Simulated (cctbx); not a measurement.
## Occupancies in HoSnPb

Cell a = 7.8150 Å, b = 4.8890 Å, c = 8.4400 Å, α = 90.00°, β = 90.00°, γ = 90.00°; space group Pnma (no. 62); nominal formula HoSnPb.

Simulated single-crystal data (cctbx): Cu Kα, λ = 1.54184 Å, to d = 0.83 Å, 50 % of the full sphere, strongest reflection 20000 counts, noise from counting, a 6 % proportional error and a noise floor of 2 counts (s.d.); no absorption.

With every site full:

```text
Rint 0.045, 323 unique reflections to 0.83 A
cycle     R1     wR2    GooF  max shift (A)
   1  0.0911  0.2876   5.495   0.00278
   2  0.0297  0.1001   1.912   0.00005
final R1 0.0298 wR2 0.1001 GooF 1.912  parameters 18  data/parameter 17.9
atom        x        y        z      Ueq    occ   su(xyz)  su(Uiso or U11)
Pb1    0.19494  0.75000  0.91051   0.0154  1.000  0.00009  0.0005
Ho1    0.50090  0.75000  0.19995   0.0311  1.000  0.00025  0.0011
Sn1    0.29605  0.75000  0.58492   0.0201  1.000  0.00017  0.0008
difference map: max 1.84 min -3.25 rms 0.52
Q1    0.1928  0.7500  0.8985    4    1.86  0.10 A from Pb1
Q2    0.1961  0.2500  0.1013    4    1.39  0.15 A from Sn1
Q3    0.1438  0.2500  0.2188    4    1.20  1.22 A from Sn1
Q4    0.0480  0.0082  0.7051    8    1.06  1.24 A from Ho1
Q5    0.1290  0.0529  0.3937    8    1.02  1.69 A from Pb1
Q6    0.9928  0.2500  0.4782    4    1.02  1.87 A from Ho1
```

With the occupancies of the suspect sites free, each still typed as its main element:

```text
Rint 0.045, 323 unique reflections to 0.83 A
cycle     R1     wR2    GooF  max shift (A)
   1  0.1052  0.2943   5.632   0.00096
   4  0.0183  0.0459   0.879   0.00001
final R1 0.0182 wR2 0.0459 GooF 0.879  parameters 19  data/parameter 17.0
atom        x        y        z      Ueq    occ   su(xyz)  su(Uiso or U11)
Pb1    0.19492  0.75000  0.91049   0.0166  1.000  0.00004  0.0002
Ho1    0.50089  0.75000  0.19989   0.0224  0.852  0.00011  0.0006
Sn1    0.29617  0.75000  0.58502   0.0211  1.000  0.00008  0.0004
su of occupancy Ho1: 0.004
difference map: max 1.16 min -1.02 rms 0.27
Q1    0.1541  0.2500  0.2104    4    1.17  1.13 A from Sn1
Q2    0.1253  0.0479  0.3872    8    0.91  1.73 A from Pb1
Q3    0.1738  0.0898  0.7557    8    0.81  1.64 A from Ho1
Q4    0.2439  0.0540  0.1025    8    0.73  1.02 A from Sn1
Q5    0.1243  0.0705  0.6478    8    0.72  1.39 A from Ho1
Q6    0.1467  0.5405  0.8883    8    0.69  1.11 A from Pb1
```

**Question.** What is the disorder?

X-rays count electrons. Ho1 refines to 0.852(0.004), or 57.1 electrons; the site truly holds 0.85 Ho, 56.9 electrons, which is 0.850 of Ho. A value under 1 can't tell vacancies from a lighter guest, and one over 1 needs a heavier guest; chemistry or a second radiation must settle which. Occupancy correlates with U and the scale, so the match is approximate.

Freeing them takes R1 from 0.0298 to 0.0182 and GooF from 1.91 to 0.88.

The model is made up (kin elements in a known structure type, no relaxation), so it says nothing on whether the phase exists.

[Middle refinement cycles are left out of these outputs.]

[Logs are printed without paths, hosts, clocks, repeated set-up lines and the standing remarks that a program may print on its own settings, such as how far it seeks lower states.]
